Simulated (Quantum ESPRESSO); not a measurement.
# NiS2 (Vaesite): which magnetic order is lowest

Aim: find out which collinear order of NiS2 (Vaesite) costs least.

Calculated with Quantum ESPRESSO 7.5; LDA with U = 6 eV on Ni d (ortho-atomic projectors); plane waves with GBRV 1.5 LDA potentials, no spin-orbit coupling.

Most raw output is cut from this account.

### Step 1. The structure

It takes space group Pa-3 (No. 205, cubic). Conventional cell: a = 5.687 Å, b = 5.687 Å, c = 5.687 Å, α = 90.00°, β = 90.00°, γ = 90.00°. Ni has 6 S at 2.40 Å nearest. Nearest to S lie 1 S at 2.06 Å and 3 Ni at 2.40 Å. Farther neighbours and most contacts between anions are not listed.

The cell comes from the Crystallography Open Database.

### Step 2. Start 1: ferro ++++

The signs are those of the starting moments on the seeded atoms, the atoms that are given a moment.

pw.in reads:

```
&CONTROL
  calculation = 'scf'
  prefix = 'pwscf'
  outdir = './tmp'
  pseudo_dir = './pseudo'
  disk_io = 'nowf'
/
&SYSTEM
  ibrav = 0
  nat = 12
  ntyp = 2
  ecutwfc = 40
  ecutrho = 280
  nbnd = 80
  occupations = 'smearing'
  smearing = 'fd'
  degauss = 0.00367493
  nspin = 2
  starting_magnetization(1) = 0.1111
  starting_magnetization(2) = 0
/
&ELECTRONS
  conv_thr = 2.4d-08
  electron_maxstep = 150
  mixing_beta = 0.3
/
ATOMIC_SPECIES
Ni     58.6934 ni_lda_v1.4.uspp.F.UPF
S      32.0600 s_lda_v1.4.uspp.F.UPF
CELL_PARAMETERS angstrom
   5.6873000000    0.0000000000    0.0000000000
   0.0000000000    5.6873000000    0.0000000000
   0.0000000000    0.0000000000    5.6873000000
ATOMIC_POSITIONS crystal
Ni      0.0000000000    0.0000000000    0.0000000000
Ni      0.5000000000    0.0000000000    0.5000000000
Ni      0.5000000000    0.5000000000    0.0000000000
Ni      0.0000000000    0.5000000000    0.5000000000
S       0.3955000000    0.3955000000    0.3955000000
S       0.1045000000    0.6045000000    0.8955000000
S       0.8955000000    0.1045000000    0.6045000000
S       0.6045000000    0.8955000000    0.1045000000
S       0.6045000000    0.6045000000    0.6045000000
S       0.8955000000    0.3955000000    0.1045000000
S       0.1045000000    0.8955000000    0.3955000000
S       0.3955000000    0.1045000000    0.8955000000
K_POINTS automatic
4 4 4 0 0 0
HUBBARD {ortho-atomic}
U Ni-3d 6.0000
```

Run with:

```
$ OMP_NUM_THREADS=1 mpirun -n 4 pw.x -nk 4 -in pw.in > pw.out
```

Elapsed: 2.1 min, on 4 MPI ranks of Intel Xeon Platinum 8488C (Sapphire Rapids), shared host; peak memory 1 GiB.

Spin moment in the atom's sphere by atom:

```csv
atom,spin moment in the atom's sphere (μB)
Ni1,1.44
Ni2,1.44
Ni3,1.44
Ni4,1.44
S5,0.14
S6,0.14
S7,0.14
S8,0.14
S9,0.14
S10,0.14
S11,0.14
S12,0.14
```

Numbers from this step:

- smearing term TS: 0.02250 eV
- magnetization: 7.737 μB
- absolute magnetization: 7.784 μB
- final state: ferromagnetic

Spin density in the ac plane at fractional y = 0.000, with atoms of Ni within 0.2 Å of it.

Ten even steps from '_' (0.0 e/Å³) to '@' (4.3 e/Å³), each cell a mean:
```
**::__________________________--
______________________________..
________________________________
________________________________
________________________________
________________________________
______________::--______________
____________..**@@==____________
______________--##..____________
________________..______________
________________________________
________________________________
________________________________
________________________________
==____________________________..
@@--________________________..##
```
Columns run along a (5.7 Å), rows up along c (5.7 Å). Atoms in or near the plane, at fractional coordinates: Ni at (0.00, 0.00), Ni at (0.50, 0.50).

Valence density in the ac plane at fractional y = 0.000, with atoms of Ni within 0.2 Å of it. It is the smooth field of the valence electrons, not physical close to the nuclei.

Values in e/Å³, 16 rows by 16 columns, each cell a mean:
```
28  8  1  0  1  1  1  1  1  1  0  0  0  0  3 18
 4  1  0  0  1  1  1  1  1  0  0  0  0  0  1  2
 0  0  0  0  0  1  1  1  1  0  0  0  0  0  0  0
 0  0  0  0  0  0  1  1  0  0  0  0  0  0  0  0
 0  0  0  0  0  0  0  0  0  0  0  0  0  1  1  1
 1  0  0  0  0  0  0  1  1  1  0  0  1  1  1  1
 1  0  0  0  0  0  1  8 13  4  1  0  1  1  1  1
 1  1  1  0  0  0  4 27 38 13  1  0  0  1  1  1
 1  1  1  1  0  0  2 18 27  8  1  0  0  0  1  1
 1  1  1  1  0  0  1  3  4  1  0  0  0  0  0  1
 1  1  1  1  0  0  0  0  0  0  0  0  0  0  0  0
 0  1  1  0  0  0  0  0  0  0  0  0  0  0  0  0
 0  0  0  0  0  0  0  0  1  1  1  1  0  0  0  0
 1  1  0  0  0  0  0  0  1  1  1  1  0  0  0  1
13  4  1  0  0  0  0  1  1  1  1  1  0  0  1  9
38 13  1  0  0  1  1  1  1  1  1  1  0  0  4 27
```
Columns run along a (5.7 Å), rows up along c (5.7 Å). Atoms in or near the plane, at fractional coordinates: Ni at (0.00, 0.00), Ni at (0.50, 0.50).

### Step 3. Start 2: antiferro ++−−

pw.in: that of step 2 with these lines changed.

```diff
@@ -10,6 +10,6 @@
   nat = 12
-  ntyp = 2
+  ntyp = 3
   ecutwfc = 40
   ecutrho = 280
-  nbnd = 80
+  nbnd = 76
   occupations = 'smearing'
@@ -19,3 +19,4 @@
   starting_magnetization(1) = 0.1111
-  starting_magnetization(2) = 0
+  starting_magnetization(2) = -0.1111
+  starting_magnetization(3) = 0
 /
@@ -27,3 +28,4 @@
 ATOMIC_SPECIES
-Ni     58.6934 ni_lda_v1.4.uspp.F.UPF
+Ni1    58.6934 ni_lda_v1.4.uspp.F.UPF
+Ni2    58.6934 ni_lda_v1.4.uspp.F.UPF
 S      32.0600 s_lda_v1.4.uspp.F.UPF
@@ -34,6 +36,6 @@
 ATOMIC_POSITIONS crystal
-Ni      0.0000000000    0.0000000000    0.0000000000
-Ni      0.5000000000    0.0000000000    0.5000000000
-Ni      0.5000000000    0.5000000000    0.0000000000
-Ni      0.0000000000    0.5000000000    0.5000000000
+Ni1     0.0000000000    0.0000000000    0.0000000000
+Ni1     0.5000000000    0.0000000000    0.5000000000
+Ni2     0.5000000000    0.5000000000    0.0000000000
+Ni2     0.0000000000    0.5000000000    0.5000000000
 S       0.3955000000    0.3955000000    0.3955000000
@@ -49,2 +51,3 @@
 HUBBARD {ortho-atomic}
-U Ni-3d 6.0000
+U Ni1-3d 6.0000
+U Ni2-3d 6.0000
```

Wall time 5.1 min (4 MPI ranks); peak memory 1.3 GiB.

Spin moment in the atom's sphere by atom:

```csv
atom,spin moment in the atom's sphere (μB)
Ni1,1.37
Ni2,1.37
Ni3,-1.37
Ni4,-1.37
S5,-0.04
S6,-0.04
S7,0.04
S8,0.04
S9,-0.04
S10,-0.04
S11,0.04
S12,0.04
```

This step gave:

* smearing term TS: 0.005557 eV
* magnetization: 0 μB
* absolute magnetization: 6.56 μB
* final state: antiferromagnetic

Spin density in the ac plane at fractional y = 0.000, with atoms of Ni within 0.2 Å of it.

Ten even steps from '_' (0.0 e/Å³) to '@' (4.2 e/Å³), each cell a mean:
```
**::__________________________==
..____________________________..
________________________________
________________________________
________________________________
________________________________
______________::--______________
____________..**@@==____________
____________..--##..____________
________________..______________
________________________________
________________________________
________________________________
________________________________
==____________________________..
@@--________________________..##
```
Columns run along a (5.7 Å), rows up along c (5.7 Å). Atoms in or near the plane, at fractional coordinates: Ni at (0.00, 0.00), Ni at (0.50, 0.50).

Valence density in the ac plane at fractional y = 0.000, with atoms of Ni within 0.2 Å of it. It is the smooth field of the valence electrons, not physical close to the nuclei.

Values in e/Å³, 16 rows by 16 columns, each cell a mean:
```
27  8  1  0  1  1  1  1  1  1  0  0  0  0  3 18
 4  1  0  0  1  1  1  1  1  0  0  0  0  0  1  2
 0  0  0  0  0  1  1  1  1  0  0  0  0  0  0  0
 0  0  0  0  0  0  1  1  0  0  0  0  0  0  0  0
 0  0  0  0  0  0  0  0  0  0  0  0  0  1  1  1
 1  0  0  0  0  0  0  1  1  1  0  0  1  1  1  1
 1  0  0  0  0  0  1  8 13  4  1  0  1  1  1  1
 1  1  1  0  0  0  4 27 38 13  1  0  0  1  1  1
 1  1  1  1  0  0  2 18 27  8  1  0  0  0  1  1
 1  1  1  1  0  0  1  3  4  1  0  0  0  0  0  1
 1  1  1  1  0  0  0  0  0  0  0  0  0  0  0  0
 0  1  1  0  0  0  0  0  0  0  0  0  0  0  0  0
 0  0  0  0  0  0  0  0  1  1  1  1  0  0  0  0
 1  1  0  0  0  0  0  0  1  1  1  1  0  0  0  1
13  4  1  0  0  0  0  1  1  1  1  1  0  0  1  9
38 13  1  0  0  1  1  1  1  1  1  1  0  0  4 27
```
Columns run along a (5.7 Å), rows up along c (5.7 Å). Atoms in or near the plane, at fractional coordinates: Ni at (0.00, 0.00), Ni at (0.50, 0.50).

### Step 4. Run 3, typed as ferri +++−

pw.in: that of step 3 with these lines changed.

```diff
@@ -13,3 +13,3 @@
   ecutrho = 280
-  nbnd = 76
+  nbnd = 78
   occupations = 'smearing'
@@ -38,3 +38,3 @@
 Ni1     0.5000000000    0.0000000000    0.5000000000
-Ni2     0.5000000000    0.5000000000    0.0000000000
+Ni1     0.5000000000    0.5000000000    0.0000000000
 Ni2     0.0000000000    0.5000000000    0.5000000000
```

Elapsed: 2.8 min, on 4 MPI ranks; peak memory 1.1 GiB; 11 min of CPU time.

Spin moment in the atom's sphere by atom:

```csv
atom,spin moment in the atom's sphere (μB)
Ni1,1.40
Ni2,1.40
Ni3,1.40
Ni4,-1.34
S5,0.05
S6,0.05
S7,0.05
S8,0.13
S9,0.05
S10,0.05
S11,0.05
S12,0.13
```

Read from the output:

| Quantity | Value |
| --- | --- |
| smearing term TS | 0.01038 eV |
| magnetization | 3.919 μB |
| absolute magnetization | 6.891 μB |
| final state | ferrimagnetic |

### Step 5. The states side by side

An order is kept where moments of 0.15 μB or more survive with the typed signs; meshes match where a doubled cell samples the same k points as the first cell.

Ferrimagnetic means that a moment over 0.15 μB on a transition or rare-earth metal, induced ones included, opposes the net moment. Orders:

```csv
start,final state,typed order kept,energy over the lowest (meV a seeded atom),largest site moment (μB),net moment (μB a cell of the first run),mesh matched,CPU time (s)
ferro ++++,ferromagnetic,yes,77.78,1.439,7.737,yes,503.9
antiferro ++--,antiferromagnetic,yes,0,1.372,0,yes,1213
ferri +++-,ferrimagnetic,yes,20.17,1.405,3.919,yes,665.1
```

### Step 6. Occupations of the corrected shells in the lowest state

Occupations of the Hubbard shells:

```csv
block,type,shell,spin,electrons,occupation numbers
1,Ni1,3d,up,4.924,0.981 0.982 0.985 0.987 0.989
1,Ni1,3d,down,3.572,0.314 0.336 0.970 0.972 0.979
2,Ni1,3d,up,4.924,0.981 0.982 0.985 0.987 0.989
2,Ni1,3d,down,3.572,0.314 0.336 0.970 0.972 0.979
3,Ni2,3d,up,3.572,0.314 0.336 0.970 0.972 0.979
3,Ni2,3d,down,4.924,0.981 0.982 0.985 0.987 0.989
4,Ni2,3d,up,3.572,0.314 0.336 0.970 0.972 0.979
4,Ni2,3d,down,4.924,0.981 0.982 0.985 0.987 0.989
```

### Step 7. What came out

```
lowest state found      : antiferromagnetic (from antiferro ++--)
largest site moment     : 1.37 μB
next state with moments : ferrimagnetic, 20.2 meV a seeded atom higher
```

**Reading.** Only these 3 starts were compared; other wavevectors, canted and longer-period orders were not.

[Logs and program files are shortened in this print: banners, set-up blocks, solver, clock and traceback lines can be left out without a mark of their own.]

[Logs are printed without paths, hosts, clocks, repeated set-up lines and the standing remarks that a program may print on its own settings, such as how far it seeks lower states.]

[Hosts, paths, dates, database ids (printed as entryN), source tags and the programs' standing remarks are cut or masked in the printed files.]

[Where a cell is said to come from a database of computed structures, the database is the Materials Project.]
